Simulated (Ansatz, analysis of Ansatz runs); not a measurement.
# MgH2(100): segregation of V_Mg, part 2 of 2

Question: does neutral V_Mg prefer the (100) surface of MgH2 or the inside, and by how much? The same defect is put at one site in each of several layers from the top towards the middle of one slab. Model: a cell of 96 host atoms with 1 Mg taken out.

Ansatz 0.2.0; plane-wave PAW DFT, PBEsol and LDA; a slab with vacuum, neutral defects.

So far. Step 3 (Does the supercell reconstruct?): Atoms end at most 0.03 Å from the small cell's positions, so the small cell's structure is at least a local minimum. Step 4 (The defect, layer by layer): Among the atoms that came to bonding distance: H45–H41 0.77 Å (from 2.72).

### 5. Energies and states

Level of this step: plane-wave PAW DFT, PBEsol, periodic cell with vacuum; single point of a neutral defect in a slab on the structure relaxed with PBEsol; PAW set soft_1 (Ansatz).

Single points on the relaxed structures give the energies, all at one sampling, and show where the defect's states lie.

File layer1_M0.point.pbesol/input.yaml:

```yaml
crystal:
  lattice:
    - [9.791008, 0.0, 0.0]
    - [0.0, 10.785244, 0.0]
    - [0.0, 0.0, 22.0]
  atoms:
    - { symbol: Mg, position: [0.11425593, 0.0634416, 0.34988954] }
    - { symbol: Mg, position: [0.37873398, 0.1662574, 0.45063055] }
[... 28 atom lines left out ...]
    - { symbol: Mg, position: [0.12872546, 0.81185411, 0.63290938] }
[... 8 atom lines left out ...]
    - { symbol: H, position: [0.27611582, 0.54556405, 0.5987698] }
    - { symbol: H, position: [0.43121569, 0.81679625, 0.70072322] }
[... 3 atom lines left out ...]
    - { symbol: H, position: [0.48717164, 0.80522608, 0.72477683] }
    - { symbol: H, position: [0.30842896, 0.81964963, 0.61998583] }
[... 43 atom lines left out ...]
    - { symbol: H, position: [0.53704822, 0.69335945, 0.59734459] }
[... 4 atom lines left out ...]
    - { symbol: H, position: [0.70507619, 0.94218095, 0.50762262] }
basis:
  ecutwfc: 420
  xc_grid: 2
hamiltonian:
  xc: pbesol
  pseudopotentials: { kind: paw, azcp: { folder: soft_1 }, xc_functional: pbe }
kpoints:
  mp_grid: { grid: [1, 1, 1] }
scf:
  occupations: { method: fermi_dirac, width: 0.01 }
  max_iter: 100
output:
  forces: true
  eigenvalues: true
  eigenstates: { localisation: true }
  populations: true
checkpoint:
  write: "../layer1_M0.point.pbesol.run"
  compress: false
  write_wavefunctions: false
  write_every: 100000
```

Command:

```bash
ansatz run input.yaml --threads 32 --pin off --max-ram 84787MiB --backend cuda --events-out ev --progress --plain --runs-dir out --max-vram 78GiB
```

Numbers of over 12 decimals in the logs are rounded to 6 here.

The log of the run:

```text
[...]
Crystal: 95 atoms, lattice volume = 2323.165 Å³
Basis set: ecut = 420 eV, 45417 PW (Γ), exchange–correlation on 144×150×300 points (8 copies of the dense FFT grid, shifted against one another)
Bands: 282, of which v1, the nominal top of the filled ones, is band 187 counted from 1 (186 counted from 0)
[...]
k-points: 1
[...]
SCF iter   1: F=—  HF=-60305.076961 eV  |F-HF|=—  |Δ(HF+E_count)|=         —  Δρ=5.22e-2  dr2=6.54e1  ethr=3.10e-3  ⟨swp⟩=8.0  Hψ=1317  notcnv=0  defer=61
[...]
SCF iter   2: F=—  HF=-60284.886180 eV  |F-HF|=—  |Δ(HF+E_count)|=    2.02e1  Δρ=2.05e-2  dr2=1.15e1  ethr=3.10e-3  ⟨swp⟩=2.0  Hψ=397  notcnv=0  defer=86
[...]
SCF iter   8: F=—  HF=-60281.287952 eV  |F-HF|=—  |Δ(HF+E_count)|=   2.36e-6  Δρ=2.28e-6  dr2=3.03e-7  ethr=9.96e-10  ⟨swp⟩=2.0  Hψ=352  notcnv=0  defer=86
SCF iter   9: F=-60281.287952 eV  HF=-60281.287952 eV  |F-HF|=5.75e-9  |Δ(HF+E_count)|=   1.08e-7  Δρ=5.78e-7  dr2=2.24e-8  ethr=2.67e-11  ⟨swp⟩=22.0  Hψ=1919  notcnv=0
SCF 1 converged in 9 iterations: F = -60281.287952 eV  dr2 = 2.24e-8
[...]
SCF converged after 9 iterations
Free energy (F): -60281.287952 eV
[...]
Fermi energy:    -0.848358 eV
[...]
--- Löwdin populations: 95 sites ---
[...]
spilling = 0.008417 (of n_electrons = 374.000000)
[...]
```

Run time: 1.8 s. Hardware: 1 × NVIDIA GB200 with 32 threads of Arm Neoverse V2, shared host; peak memory 1.4 GiB.

From eigenstates.tsv, first k-point; energies on the run's zero. The participation number counts the atoms that a state is spread over, of 95; bands count from 0.

| spin | band | energy (eV) | occupation | participation | largest share on | share |
| --- | --- | --- | --- | --- | --- | --- |
| both | 181 | -3.070 | 2.00 | 33.8 | H83 | 0.07 |
| both | 182 | -3.048 | 2.00 | 28.9 | H89 | 0.08 |
| both | 183 | -2.776 | 2.00 | 6.7 | H40 | 0.37 |
| both | 184 | -2.675 | 2.00 | 14.6 | H12 | 0.11 |
| both | 185 | -2.578 | 2.00 | 19.8 | H18 | 0.11 |
| both | 186 | -2.564 | 2.00 | 20.8 | H69 | 0.09 |
| both | 187 | 0.867 | 0.00 | 42.1 | Mg53 | 0.05 |
| both | 188 | 0.885 | 0.00 | 38.7 | Mg74 | 0.05 |
| both | 189 | 0.988 | 0.00 | 60.5 | Mg77 | 0.05 |
| both | 190 | 1.084 | 0.00 | 67.2 | Mg77 | 0.04 |
| both | 191 | 1.189 | 0.00 | 59.0 | H56 | 0.03 |

Under PBEsol, periodic cell with vacuum at the zone centre alone, the highest filled state is spread over 21 of 95 atoms, and the lowest empty one, 3.43 eV above it, is spread over 42 of 95 atoms.

Against the clean slab and Mg (hcp):

| layer | depth (Å) | total moment (μB) | formation energy (eV) | against the deepest layer (eV) |
| --- | --- | --- | --- | --- |
| 1 | 1.01 | 0 | 0.60 | -0.54 |
| 1 | 1.01 | 2 | 2.89 | 1.75 |
| 2 | 3.19 | 0 | 1.14 | 0.00 |
| 2 | 3.19 | 2 | 2.98 | 1.84 |

### 6. The same structures under LDA

LDA on the same structures tests whether the order of the layers belongs to the functional.

layer1_M0.point.lda/input.yaml, as its differences from layer1_M0.point.pbesol/input.yaml of step 5:

```diff
@@ -24,3 +24,3 @@
 hamiltonian:
-  xc: pbesol
+  xc: lda
   pseudopotentials: { kind: paw, azcp: { folder: soft_1 }, xc_functional: pbe }
@@ -37,3 +37,3 @@
 checkpoint:
-  write: "../layer1_M0.point.pbesol.run"
+  write: "../layer1_M0.point.lda.run"
   compress: false
```

The log of the run:

```text
[...]
Crystal: 95 atoms, lattice volume = 2323.165 Å³
Basis set: ecut = 420 eV, 45417 PW (Γ), exchange–correlation on 144×150×300 points (8 copies of the dense FFT grid, shifted against one another)
Bands: 282, of which v1, the nominal top of the filled ones, is band 187 counted from 1 (186 counted from 0)
[...]
k-points: 1
[...]
SCF iter   1: F=—  HF=-59981.150496 eV  |F-HF|=—  |Δ(HF+E_count)|=         —  Δρ=5.07e-2  dr2=6.23e1  ethr=3.10e-3  ⟨swp⟩=8.0  Hψ=1321  notcnv=0  defer=63
[...]
SCF iter   2: F=—  HF=-59960.718189 eV  |F-HF|=—  |Δ(HF+E_count)|=    2.04e1  Δρ=1.94e-2  dr2=1.06e1  ethr=3.10e-3  ⟨swp⟩=2.0  Hψ=397  notcnv=0  defer=86
[...]
SCF iter   8: F=—  HF=-59956.922038 eV  |F-HF|=—  |Δ(HF+E_count)|=   2.35e-7  Δρ=1.73e-6  dr2=1.55e-7  ethr=5.67e-10  ⟨swp⟩=2.0  Hψ=259  notcnv=0  defer=86
SCF iter   9: F=-59956.922038 eV  HF=-59956.922038 eV  |F-HF|=1.80e-9  |Δ(HF+E_count)|=   9.39e-9  Δρ=4.02e-7  dr2=8.15e-9  ethr=2.67e-11  ⟨swp⟩=21.0  Hψ=1907  notcnv=0
SCF 1 converged in 9 iterations: F = -59956.922038 eV  dr2 = 8.15e-9
[...]
SCF converged after 9 iterations
Free energy (F): -59956.922038 eV
[...]
Fermi energy:    -1.063734 eV
[...]
--- Löwdin populations: 95 sites ---
[...]
spilling = 0.008870 (of n_electrons = 374.000000)
[...]
```

It took 1.9 s on 1 × NVIDIA GB200 with 32 threads; peak memory 1.3 GiB.

Against the clean slab and Mg (hcp):

| layer | depth (Å) | total moment (μB) | formation energy (eV) | against the deepest layer (eV) |
| --- | --- | --- | --- | --- |
| 1 | 1.01 | 0 | 0.77 | -0.59 |
| 1 | 1.01 | 2 | 3.32 | 1.95 |
| 2 | 3.19 | 0 | 1.36 | 0.00 |
| 2 | 3.19 | 2 | 3.41 | 2.05 |

The highest layer obtained now stands −0.59 eV from the deepest, against −0.54 eV before.

### 7. Outcome

* highest less deepest of the layers obtained (PBEsol): -0.54 eV
* layer of the lowest energy (PBEsol), structures unlike: 1
* highest less deepest of the layers obtained (LDA): -0.59 eV
* layer of the lowest energy (LDA), structures unlike: 1

In words: Under PBEsol V_Mg is 0.54 eV lower in layer 1 than in layer 2, 3.2 Å down. But host atoms moved by over 1.2 Å in layer 1 at 0 μB (2.5 Å), layer 1 at 2 μB (2.7 Å), layer 2 at 0 μB (2.6 Å) and layer 2 at 2 μB (2.9 Å): the surface or the defect's shell rebuilt itself there, so the layers are not compared like for like and these differences are no segregation energies. The functionals give the same layer as lowest. The clean slab's gap at this sampling is 3.48 eV. Limits: neutral states alone; one site a layer, which need not be the same crystallographic site in every layer, at most four layers; one defect on one side of the slab, 9.8 Å from its images and with no dipole correction; the deepest layer of so thin a slab is not yet bulk, and the thickness was not varied; the in-plane lattice is the database's, not relaxed here; no adsorbates, no temperature.

[Logs are printed without paths, hosts, clocks, repeated set-up lines and the standing remarks that a program may print on its own settings, such as how far it seeks lower states.]

[Hosts, paths, dates, database ids (printed as entryN), source tags and the programs' standing remarks are cut or masked in the printed files.]

[Maps of the electrostatic potential energy from Ansatz leave out the sawtooth potential of an applied field or a dipole correction, so their vacuum need not be flat.]
